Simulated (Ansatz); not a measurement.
# Lattice dynamics of As monolayer

Task: relax As monolayer, then find its harmonic phonons.

Calculated with Ansatz 0.2.0; DFT PBEsol, scalar-relativistic, plane waves, PAW.

**1. The structure**

The cell holds 2 atoms: 2 As. Cell: a = 3.610 Å, b = 3.610 Å, c = 20.000 Å, α = 90.0°, β = 90.0°, γ = 120.0°. Vacuum lies along c.

**2. Bringing the structure to rest**

Harmonic phonons are second derivatives at a point where the forces vanish, and they are wanted at zero stress, so atoms and cell are relaxed first.

The program solves this slab on a cell height of its own, 26.6 Å, in place of the one typed.

Input file input.yaml:

```yaml
crystal:
  lattice:
    - [3.61, 0.0, 0.0]
    - [-1.805, 3.12635, 0.0]
    - [0.0, 0.0, 20.0]
  atoms:
    - { symbol: As, position: [0.333333, 0.666667, 0.53475] }
    - { symbol: As, position: [0.666667, 0.333333, 0.46525] }
  periodic: [true, true, false]
kpoints:
  mp_grid: { grid: [9, 9, 1] }
hamiltonian:
  xc: pbesol
scf:
  occupations: { method: gaussian, width: 0.02 }
output:
  forces: true
  stress: true
  eigenvalues: true
  write_density: true
  write_potential: true
  elf: true
  volumetric_format: npy
relax:
  adjacent_minimum: "off"
  f_tol: 0.005
  max_steps: 80
  cell: { stress_2d_tol: 0.02 }
```

Started as:

```sh
ansatz run input.yaml --threads 8 --pin off --max-ram 14336MiB --backend cpu --events-out ev --progress --plain --runs-dir out
```

Numbers of over 12 decimals in the logs are rounded to 6 here.

Output:

```text
Warning: crystal.periodic: the lattice vector that does not repeat stood 0.000° off the slab's normal, 20.000 Å along it as the deck builds it. The run solves the slab on a vector along the normal, 26.580 Å long, with every atom where it was (on the deck's vector they left 18.61 Å outside them, and the widest stretch free of ions among them is 1.39 Å). A fractional position that the run reports is one of the run's ce [...]
Warning: the atoms were moved onto the symmetric positions of the space group found under crystal.symmetry.tolerance 1.0e-5 (fractional; no operation is sought that the atoms, as they stand in a round, miss by more than twice it, and no atom is moved by as much as it), and the run uses the moved positions. Before a round's move an operation carried an atom to 3.61e-6 Å from where it should land, the largest such dist [...]
crystal.periodic: the lattice vector that does not repeat stood 0.000° off the slab's normal, 20.000 Å along it as the deck builds it. The run solves the slab on a vector along the normal, 26.580 Å long, with every atom where it was (on the deck's vector they left 18.61 Å outside them, and the widest stretch free of ions among them is 1.39 Å). A fractional position that the run reports is one of the run's cell, which [...]
Engine: ansatz 0.2.0, aarch64-unknown-linux-gnu
Pseudopotentials: kind: paw
Pseudopotential: As, paw, valence charge 15, recommended cutoff 420 eV (normal), As.paw.azcp
Functional definition: PBEsol
  exchange = pbesol_x
  correlation = pbesol_c
Crystal: 2 atoms, lattice volume = 299.985 Å³
Basis set: ecut = 420 eV, 5801 PW (Γ), exchange–correlation on 50×50×360 points (8 copies of the dense FFT grid, shifted against one another)
Bands: 19, of which v1, the nominal top of the filled ones, is band 15 counted from 1 (14 counted from 0)
Symmetry: 12 space group operations
Space group: P-3m1 (ITA 164), of the structure as read, at distance tolerance 6.7e-5 Å
k-points: 12 of 81
Non-local potential: As, projectors of the file, l = 0: 2, l = 1: 2, l = 2: 3, l = 3: 1
PAW form: soft (Blöchl's): semilocal exchange-correlation on the pseudo side does not see the compensation charge
PAW frozen core: As, regenerated for the run's functional, and the local potential with it (the file was generated under x = pbe(κ = 0.804, μ = 0.219515), c = pbe(β = 0.066725))
PAW one-centre angular grid: As, 590 points (default); XC on 64 Gauss nodes
Initial density: superposition of atomic densities (neutral atoms: chi_scale 0, normalization atom), corrected by the library's trained network
Initial wavefunctions: pseudopotential atomic-orbital guess
Functional: x = pbesol(κ = 0.804, μ = 0.123457), c = pbesol(β = 0.046)
SCF iter   1: F=—  HF=-9625.831186 eV  |F-HF|=—  |Δ(HF+E_count)|=         —  Δρ=9.53e-4  dr2=3.14e-3  ethr=1.77e-3  ⟨swp⟩=11.1  Hψ=1531  notcnv=0
preconditioner: auto → none  [insulator: Δε(μ)=1.592 eV  Ē_g=9.407 eV  σ=0.020 eV  W_gap=1.00  n_scr=14 (ndim 8)  ℏωp=6.8 eV  f_vac=0.796  D(μ)=0.00/eV (n_scr^D=0)  ε∞_Penn≈1.5]
SCF iter   2: F=—  HF=-9625.829620 eV  |F-HF|=—  |Δ(HF+E_count)|=   1.57e-3  Δρ=4.45e-4  dr2=5.21e-4  ethr=1.05e-5  ⟨swp⟩=4.1  Hψ=691  notcnv=0
SCF iter   3: F=—  HF=-9625.829884 eV  |F-HF|=—  |Δ(HF+E_count)|=   2.64e-4  Δρ=9.07e-5  dr2=1.40e-5  ethr=1.74e-6  ⟨swp⟩=3.5  Hψ=516  notcnv=0
SCF iter   4: F=—  HF=-9625.829910 eV  |F-HF|=—  |Δ(HF+E_count)|=   2.59e-5  Δρ=3.72e-5  dr2=4.34e-6  ethr=4.67e-8  ⟨swp⟩=3.0  Hψ=488  notcnv=0
SCF iter   5: F=—  HF=-9625.829903 eV  |F-HF|=—  |Δ(HF+E_count)|=   6.26e-6  Δρ=1.02e-5  dr2=3.67e-7  ethr=1.45e-8  ⟨swp⟩=2.8  Hψ=465  notcnv=0
iter 6 did not close the SCF: its close was put off until two iterations running show no level that it waits for move by more than its bar (scf_convergence_deferred on its scf_iter line)
SCF iter   6: F=-9625.829903 eV  HF=-9625.829903 eV  |F-HF|=2.39e-8  |Δ(HF+E_count)|=   2.80e-7  Δρ=1.84e-6  dr2=1.49e-8  ethr=3.33e-10  ⟨swp⟩=17.2  Hψ=2198  notcnv=0
SCF iter   7: F=-9625.829903 eV  HF=-9625.829903 eV  |F-HF|=1.29e-9  |Δ(HF+E_count)|=   9.87e-9  Δρ=3.74e-7  dr2=4.61e-10  ethr=4.97e-11  ⟨swp⟩=7.9  Hψ=1500  notcnv=0
SCF 1 converged in 7 iterations: F = -9625.829903 eV  dr2 = 4.61e-10
  greatest PAW one-centre occupation: 0.999 electrons in one spin orbital (limit 2), on the As atom at site 1 (counted from 0), in its partial waves of l = 2
relax step   1: F+E_penalty+E_count = -9625.82990311 eV  Δ(F+E_penalty+E_count) = +0.000e0 eV  max|allowed force component| = 2.397e-1 eV/Å  Δτ_max = 0.0000 Å  P = -1.292 N/m  Ω = 299.985 Å³  fix = [c, alpha, beta]  reactions: c -0.000 N/m  (7 SCF iters, dr2 threshold 1.00e-7 eV, accepted)
Crystal: 2 atoms, lattice volume = 293.061 Å³
Basis set: ecut = 420 eV, 5639 PW (Γ), exchange–correlation on 50×50×360 points (8 copies of the dense FFT grid, shifted against one another)
Initial density: handed on by an earlier stage of this run
Initial wavefunctions: those handed on with the density
iter 1 solved again at ethr=1.92e-6 eV; its pass at ethr=3.10e-3 eV (dr2=5.76e-4 eV) is discarded
SCF iter   1: F=—  HF=-9625.845145 eV  |F-HF|=—  |Δ(HF+E_count)|=         —  Δρ=4.01e-4  dr2=5.52e-4  ethr=1.92e-6  ⟨swp⟩=3.3  Hψ=1708  notcnv=0
preconditioner: auto → none  [insulator: Δε(μ)=1.571 eV  Ē_g=9.573 eV  σ=0.020 eV  W_gap=1.00  n_scr=14 (ndim 8)  ℏωp=6.9 eV  f_vac=0.794  D(μ)=0.00/eV (n_scr^D=0)  ε∞_Penn≈1.5]
SCF iter   2: F=—  HF=-9625.845053 eV  |F-HF|=—  |Δ(HF+E_count)|=   9.20e-5  Δρ=1.65e-4  dr2=6.82e-5  ethr=1.84e-6  ⟨swp⟩=2.5  Hψ=377  notcnv=0
SCF iter   3: F=—  HF=-9625.845068 eV  |F-HF|=—  |Δ(HF+E_count)|=   1.51e-5  Δρ=4.25e-5  dr2=5.00e-6  ethr=2.27e-7  ⟨swp⟩=2.8  Hψ=419  notcnv=0
iter 4 did not close the SCF: its close was put off until two iterations running show no level that it waits for move by more than its bar (scf_convergence_deferred on its scf_iter line)
SCF iter   4: F=-9625.845068 eV  HF=-9625.845068 eV  |F-HF|=1.46e-7  |Δ(HF+E_count)|=   4.73e-7  Δρ=1.10e-5  dr2=1.61e-7  ethr=6.67e-10  ⟨swp⟩=14.4  Hψ=2432  notcnv=0
SCF iter   5: F=-9625.845068 eV  HF=-9625.845068 eV  |F-HF|=1.90e-9  |Δ(HF+E_count)|=   1.68e-7  Δρ=1.39e-6  dr2=4.94e-9  ethr=5.36e-10  ⟨swp⟩=8.8  Hψ=1599  notcnv=0
SCF 2 converged in 5 iterations: F = -9625.845068 eV  dr2 = 4.94e-9
relax step   2: F+E_penalty+E_count = -9625.84506828 eV  Δ(F+E_penalty+E_count) = -1.517e-2 eV  max|allowed force component| = 3.211e-2 eV/Å  Δτ_max = 0.0050 Å  P = -0.404 N/m  Ω = 293.061 Å³  energy of the carried Pulay correction = +1.478e-4 eV  fix = [c, alpha, beta]  reactions: c -0.000 N/m  (5 SCF iters, dr2 threshold 2.00e-7 eV, accepted)
Crystal: 2 atoms, lattice volume = 287.141 Å³
Basis set: ecut = 420 eV, 5567 PW (Γ), exchange–correlation on 50×50×360 points (8 copies of the dense FFT grid, shifted against one another)
iter 1 solved again at ethr=4.74e-6 eV; its pass at ethr=3.10e-3 eV (dr2=1.42e-3 eV) is discarded
SCF iter   1: F=—  HF=-9625.846364 eV  |F-HF|=—  |Δ(HF+E_count)|=         —  Δρ=5.28e-4  dr2=1.66e-3  ethr=4.74e-6  ⟨swp⟩=3.1  Hψ=1609  notcnv=0
preconditioner: auto → none  [insulator: Δε(μ)=1.410 eV  Ē_g=9.612 eV  σ=0.020 eV  W_gap=1.00  n_scr=14 (ndim 8)  ℏωp=6.9 eV  f_vac=0.793  D(μ)=0.00/eV (n_scr^D=0)  ε∞_Penn≈1.5]
SCF iter   2: F=—  HF=-9625.845756 eV  |F-HF|=—  |Δ(HF+E_count)|=   6.08e-4  Δρ=2.10e-4  dr2=4.96e-5  ethr=4.74e-6  ⟨swp⟩=3.3  Hψ=465  notcnv=0
SCF iter   3: F=—  HF=-9625.845759 eV  |F-HF|=—  |Δ(HF+E_count)|=   2.48e-6  Δρ=1.02e-4  dr2=9.59e-6  ethr=1.65e-7  ⟨swp⟩=3.2  Hψ=393  notcnv=0
SCF iter   4: F=—  HF=-9625.845760 eV  |F-HF|=—  |Δ(HF+E_count)|=   1.94e-6  Δρ=2.67e-5  dr2=8.40e-7  ethr=3.20e-8  ⟨swp⟩=2.2  Hψ=413  notcnv=0
SCF iter   5: F=-9625.845760 eV  HF=-9625.845760 eV  |F-HF|=3.16e-9  |Δ(HF+E_count)|=   2.57e-7  Δρ=3.55e-6  dr2=1.42e-8  ethr=6.67e-10  ⟨swp⟩=16.9  Hψ=2189  notcnv=0
SCF 3 converged in 5 iterations: F = -9625.845760 eV  dr2 = 1.42e-8
relax step   3: F+E_penalty+E_count = -9625.84576018 eV  Δ(F+E_penalty+E_count) = -6.919e-4 eV  max|allowed force component| = 1.481e-1 eV/Å  Δτ_max = 0.0118 Å  P = +0.138 N/m  Ω = 287.141 Å³  energy of the carried Pulay correction = +2.769e-4 eV  fix = [c, alpha, beta]  reactions: c +0.000 N/m  (5 SCF iters, dr2 threshold 2.00e-7 eV, accepted)
[...]
relax step   4: F+E_penalty+E_count = -9625.84712747 eV  Δ(F+E_penalty+E_count) = -1.367e-3 eV  max|allowed force component| = 1.259e-2 eV/Å  Δτ_max = 0.0077 Å  P = +0.015 N/m  Ω = 289.178 Å³  energy of the carried Pulay correction = +2.322e-4 eV  fix = [c, alpha, beta]  reactions: c +0.000 N/m  (5 SCF iters, dr2 threshold 2.00e-7 eV, accepted)
[...]
relax step   5: F+E_penalty+E_count = -9625.84713192 eV  Δ(F+E_penalty+E_count) = -4.450e-6 eV  max|allowed force component| = 4.141e-4 eV/Å  Δτ_max = 0.0004 Å  P = -0.003 N/m  Ω = 289.256 Å³  energy of the carried Pulay correction = +2.305e-4 eV  fix = [c, alpha, beta]  reactions: c -0.000 N/m  (3 SCF iters, dr2 threshold 9.91e-9 eV, accepted)
Basis set: ecut = 420 eV, 5579 PW (Γ), exchange–correlation on 48×48×360 points (8 copies of the dense FFT grid, shifted against one another)
Initial wavefunctions: pseudopotential atomic-orbital guess (no wavefunctions were taken with the density)
iter 1 solved again at ethr=2.23e-7 eV; its pass at ethr=3.10e-3 eV (dr2=6.70e-5 eV) is discarded
SCF iter   1: F=—  HF=-9625.846926 eV  |F-HF|=—  |Δ(HF+E_count)|=         —  Δρ=9.61e-6  dr2=8.10e-8  ethr=2.23e-7  ⟨swp⟩=5.3  Hψ=2427  notcnv=0
preconditioner: auto → none  [insulator: Δε(μ)=1.486 eV  Ē_g=9.606 eV  σ=0.020 eV  W_gap=1.00  n_scr=14 (ndim 8)  ℏωp=6.9 eV  f_vac=0.794  D(μ)=0.00/eV (n_scr^D=0)  ε∞_Penn≈1.5]
SCF iter   2: F=—  HF=-9625.846923 eV  |F-HF|=—  |Δ(HF+E_count)|=   2.90e-6  Δρ=5.53e-6  dr2=3.43e-8  ethr=2.70e-10  ⟨swp⟩=4.2  Hψ=547  notcnv=0
SCF iter   3: F=—  HF=-9625.846923 eV  |F-HF|=—  |Δ(HF+E_count)|=   9.53e-9  Δρ=1.69e-6  dr2=2.68e-9  ethr=1.14e-10  ⟨swp⟩=2.2  Hψ=298  notcnv=0
SCF iter   4: F=—  HF=-9625.846923 eV  |F-HF|=—  |Δ(HF+E_count)|=   1.22e-9  Δρ=2.64e-7  dr2=1.04e-10  ethr=8.92e-12  ⟨swp⟩=2.9  Hψ=451  notcnv=0
SCF iter   5: F=—  HF=-9625.846923 eV  |F-HF|=—  |Δ(HF+E_count)|=  5.46e-11  Δρ=5.77e-8  dr2=8.54e-12  ethr=1.00e-12  ⟨swp⟩=2.6  Hψ=308  notcnv=0
SCF iter   6: F=-9625.846923 eV  HF=-9625.846923 eV  |F-HF|=4.73e-11  |Δ(HF+E_count)|=  1.09e-11  Δρ=1.49e-8  dr2=3.45e-13  ethr=1.00e-12  ⟨swp⟩=9.8  Hψ=1377  notcnv=0
SCF 6 converged in 6 iterations: F = -9625.846923 eV  dr2 = 3.45e-13
relax step   6: F+E_penalty+E_count = -9625.84692315 eV  Δ(F+E_penalty+E_count) = +2.088e-4 eV  max|allowed force component| = 4.173e-4 eV/Å  Δτ_max = 0.0000 Å  P = -0.004 N/m  Ω = 289.256 Å³  fix = [c, alpha, beta]  reactions: c -0.000 N/m  stress off target by 4.41e-3 N/m on what of the cell is left free  SCF on the basis re-selected at this cell (its energy is not comparable with the rows above)  (6 SCF iters)
basis re-selected at this cell: Δ(F+E_penalty+E_count) = +2.088e-4 eV, ΔP = -0.001 N/m vs the last step (what re-selecting the basis moved, of the pressure what is left beyond the Pulay correction that the steps carried, after the strain that the cell walked since its last selection, with what the two solves' SCF thresholds leave and, on support functions, any second-order correction that the steps lacked; it is no measure of the basis error at this ecutwfc). The dense FFT grid was sized anew with the basis: this SCF ran on 24×24×180 points, the steps before it on 25×25×180, so part of this shift can come from that change (see relax.cell in the input reference). [rest of the remark cut]
SCF converged after 6 iterations
Free energy (F): -9625.846923 eV
Harris-Foulkes:  -9625.846923 eV  (|F-HF|=4.73e-11)
Internal energy: -9625.846923 eV  (E = F + TS)
E sigma→0 (E₀):  -9625.846923 eV
Fermi energy:    -4.560598 eV
--- Per-component energies (eV) ---
  E_band       = -916.775189
  E_kinetic    = 204.950849
  E_local      = -45955.936591  (includes V_loc(G=0)·N_el)
  E_nonlocal   = -1336.798996
  E_hartree    = 22932.208777
  E_xc         = -156.715503
  E_vxc        = -157.424138  (∫ρ·V_xc dr)
  E_paw        = -3584.841773  (= ΣΔE_a)
  E_vpaw       = 464.016165  (= ΣTr[D̂ρ^β])
  E_aug_tail   = 0.000014  (compensation charges beyond the density's cutoff)
  E_ewald      = 18269.353443
  E_core_change = 1.932857  (= ΣΔE_core)
  E_smearing   = -0.000000  (= −TS)
  E_closure    = 0.000000  (closes the sum)
  Σ components = -9625.846923   (vs F -9625.846923, Δ=0.00e0)
--- Forces (eV/Å), atoms counted from 1 ---
  atom   1  As     0.00000000    -0.00000000    -0.00041735
  atom   2  As     0.00000000     0.00000000     0.00041735
  max |Σ_I F_I| component: 5.42e-20 eV/Å
--- 2D stress c σ (N/m, compression-positive) ---
       -0.004406      -0.000000      -0.000000
       -0.000000      -0.004406       0.000000
       -0.000000       0.000000      -0.000000
  P = ½ c Tr σ = -0.0044 N/m
--- Band table (eV; the first three rows and the last of 12) ---
  k-point 0: bands = [... 11 lower, -12.6635, -6.0645, -5.3037, -5.3037, -3.2179, -1.7604, -1.7604, -0.4718]
  k-point 1: bands = [... 11 lower, -12.6249, -6.7290, -5.9758, -5.6754, -2.6545, -1.6413 (-1.6413°), -1.3910, -0.2218]
  k-point 2: bands = [... 11 lower, -12.6754, -8.4618, -6.3672, -5.8452, -3.5027, -0.8845 (-0.8845°), -0.8721, 0.2256]
  k-point 11: bands = [... 11 lower, -15.4243, -9.9871, -7.4630, -7.4630, -3.5150, -0.7428, -0.7428, 2.7558]
  ° read free of the cell's end (the report's vacuum.weakly_bound_levels)
--- Relaxed structure (5 steps of the walk, 5 accepted, 1 SCFs on fresh bases) ---
  F+E_penalty+E_count = -9625.84692315 eV   max|allowed force component| = 4.173e-4 eV/Å   (the final SCF, on the basis selected at the relaxed cell)
  cell:  # Å, volume = 289.2563 Å³
    - [3.544856, 0.0, 0]
    - [-1.772428, 3.069935, 0]
    - [0, 0, 26.58]
  atoms:
    - { symbol: As, position: [0.333333, 0.666667, 0.402350] }
    - { symbol: As, position: [0.666667, 0.333333, 0.350096] }
```

Wall time 4.1 s (8 threads of Arm Neoverse V2, shared host); peak memory 0.67 GiB; 27 s of CPU time.

Step by step:

```csv
step,energy less that of the first step (eV),largest force component (eV/Å),volume (Å³)
1,0.0000,0.2397,299.99
2,-0.0152,0.0321,293.06
3,-0.0159,0.1481,287.14
4,-0.0172,0.0126,289.18
5,-0.0172,0.0004,289.26
6*,-0.0170,0.0004,289.26
```

Relaxation steps marked * repeat the geometry before them on a plane-wave basis chosen anew for their cell, so energy and pressure can jump there.

Forces are held to the 12 operations that the run works with; a distortion that breaks them can't arise in this run.

```csv
cell as run,before,after,change
a (Å),3.610,3.545,-1.8 %
b (Å),3.610,3.545,-1.8 %
```

Final coordinates:

```
As
1.0
     3.54486    0.00000    0.00000
    -1.77243    3.06994    0.00000
     0.00000    0.00000   26.58000
As
2
Direct
  0.33333 0.66667 0.40235
  0.66667 0.33333 0.35010
```

Numbers from this step:

| Item | Value |
| --- | --- |
| gap on the k-mesh | 1.486 eV |
| direct gap on mesh | 2.086 eV |
| area per atom | 5.441 Å² |

Valence density in the ac plane at fractional y = 0.333, with atoms of As within 0.2 Å of it. It is the smooth field of the valence electrons, not physical close to the nuclei.

Values in e/Å³, 24 rows by 14 columns, each cell a mean:
```
 0  0  0  0  0  0  0  0  0  0  0  0  0  0
 0  0  0  0  0  0  0  0  0  0  0  0  0  0
 0  0  0  0  0  0  0  0  0  0  0  0  0  0
 0  0  0  0  0  0  0  0  0  0  0  0  0  0
 0  0  0  0  0  0  0  0  0  0  0  0  0  0
 0  0  0  0  0  0  0  0  0  0  0  0  0  0
 0  0  0  0  0  0  0  0  0  0  0  0  0  0
 0  0  0  0  0  0  0  0  0  0  0  0  0  0
 0  0  0  0  0  0  0  0  0  0  0  0  0  0
 0  0  0  0  0  0  0  0  0  0  0  0  0  0
 0  0  0  0  0  0  0  0  0  0  0  0  0  0
 0  0  0  0  0  0  0  0  0  0  0  0  0  0
 0  0  0  0  0  0  0  0  0  0  0  0  0  0
 0  0  0  0  0  0  0  0  0  0  0  0  0  0
 0  0  0  0  0  0  0  0  1  1  1  0  0  0
 0  0  0  0  0  0  1  3 10 18 14  5  1  1
 0  0  0  0  0  0  0  0  1  1  1  0  0  0
 0  0  0  0  0  0  0  0  0  0  0  0  0  0
 0  0  0  0  0  0  0  0  0  0  0  0  0  0
 0  0  0  0  0  0  0  0  0  0  0  0  0  0
 0  0  0  0  0  0  0  0  0  0  0  0  0  0
 0  0  0  0  0  0  0  0  0  0  0  0  0  0
 0  0  0  0  0  0  0  0  0  0  0  0  0  0
 0  0  0  0  0  0  0  0  0  0  0  0  0  0
```
Columns run along a (3.5 Å), rows up along c (26.6 Å). Atoms in or near the plane, at fractional coordinates: As at (0.67, 0.35).

ELF in the ac plane at fractional y = 0.333, with atoms of As within 0.2 Å of it. It is the smooth field of the valence electrons, not physical close to the nuclei.

Ten even steps from '_' (0.00) to '@' (0.84), each cell a mean:
```
____________________________
____________________________
____________________________
____________________________
____________________________
____________________________
____________________________
____________________________
____________________________
____________________________
____________________________
____________________________
..::----::..________________
**##%%##**++--..______..::==
**************++======++++**
**==::--++####**==----++####
==..____--**@@@@@@@@@@@@@@%%
__________..--++******++==::
____________________________
____________________________
____________________________
____________________________
____________________________
____________________________
```
Columns run along a (3.5 Å), rows up along c (26.6 Å). Atoms in or near the plane, at fractional coordinates: As at (0.67, 0.35).

Electrostatic potential energy in the ac plane at fractional y = 0.333, with atoms of As within 0.2 Å of it. With pseudopotentials it is smooth inside the atoms' cores, unlike the true potential.

Ten even steps from '0' (-11 eV) to '9' (0 eV), each cell a mean:
```
99999999999999
99999999999999
99999999999999
99999999999999
99999999999999
99999999999999
99999999999999
99999999999999
99999999999999
99999999999999
99999999999999
99999999999999
99999999999999
76556788999888
32113443333334
46775201677300
88998764433456
99999999999999
99999999999999
99999999999999
99999999999999
99999999999999
99999999999999
99999999999999
```
Columns run along a (3.5 Å; values clipped at the 3rd and 97th percentile), rows up along c (26.6 Å). Atoms in or near the plane, at fractional coordinates: As at (0.67, 0.35).

**3. Relaxation**

The relaxation is repeated from its end on the same settings, as a check that it has come to rest.

input.yaml, the sections that differ from step 2:

```yaml
crystal:
  lattice:
    - [3.5448561471, 0.0, 0.0]
    - [-1.7724280736, 3.0699354762, 0.0]
    - [0.0, 0.0, 26.58]
  atoms:
    - { symbol: As, position: [0.3333333333, 0.6666666667, 0.4023495185] }
    - { symbol: As, position: [0.6666666667, 0.3333333333, 0.3500959292] }
  periodic: [true, true, false]
# kpoints, hamiltonian, scf, output, relax: as in step 2
```

Output:

```text
[...]
Crystal: 2 atoms, lattice volume = 289.256 Å³
Basis set: ecut = 420 eV, 5579 PW (Γ), exchange–correlation on 48×48×360 points (8 copies of the dense FFT grid, shifted against one another)
Bands: 19, of which v1, the nominal top of the filled ones, is band 15 counted from 1 (14 counted from 0)
Symmetry: 12 space group operations
[...]
k-points: 12 of 81
[...]
° read free of the cell's end (the report's vacuum.weakly_bound_levels)
--- Relaxed structure (1 steps of the walk, 1 accepted, 1 SCFs on fresh bases) ---
[...]
cell:  # Å, volume = 289.2563 Å³
    - [3.544856, 2.8867562601152164e-11, 0.0]
    - [-1.772428, 3.069935, 0.0]
    - [0.0, 0.0, 26.58]
  atoms:
    - { symbol: As, position: [0.333333, 0.666667, 0.402350] }
    - { symbol: As, position: [0.666667, 0.333333, 0.350096] }
[key lines of the parts left out:]
SCF converged after 8 iterations
Free energy (F): -9625.846923 eV
Fermi energy:    -4.560598 eV
P = ½ c Tr σ = -0.0044 N/m
```

The job ended after 1.7 s (8 threads; peak memory 0.66 GiB; 11 s of CPU time).

Little changed from the start: no atom moved by 0.005 Å and no cell edge by 0.1 %.

[end of part 1 of 2]

[Logs are printed without paths, hosts, clocks, repeated set-up lines and the standing remarks that a program may print on its own settings, such as how far it seeks lower states.]

[Hosts, paths, dates, database ids (printed as entryN), source tags and the programs' standing remarks are cut or masked in the printed files.]
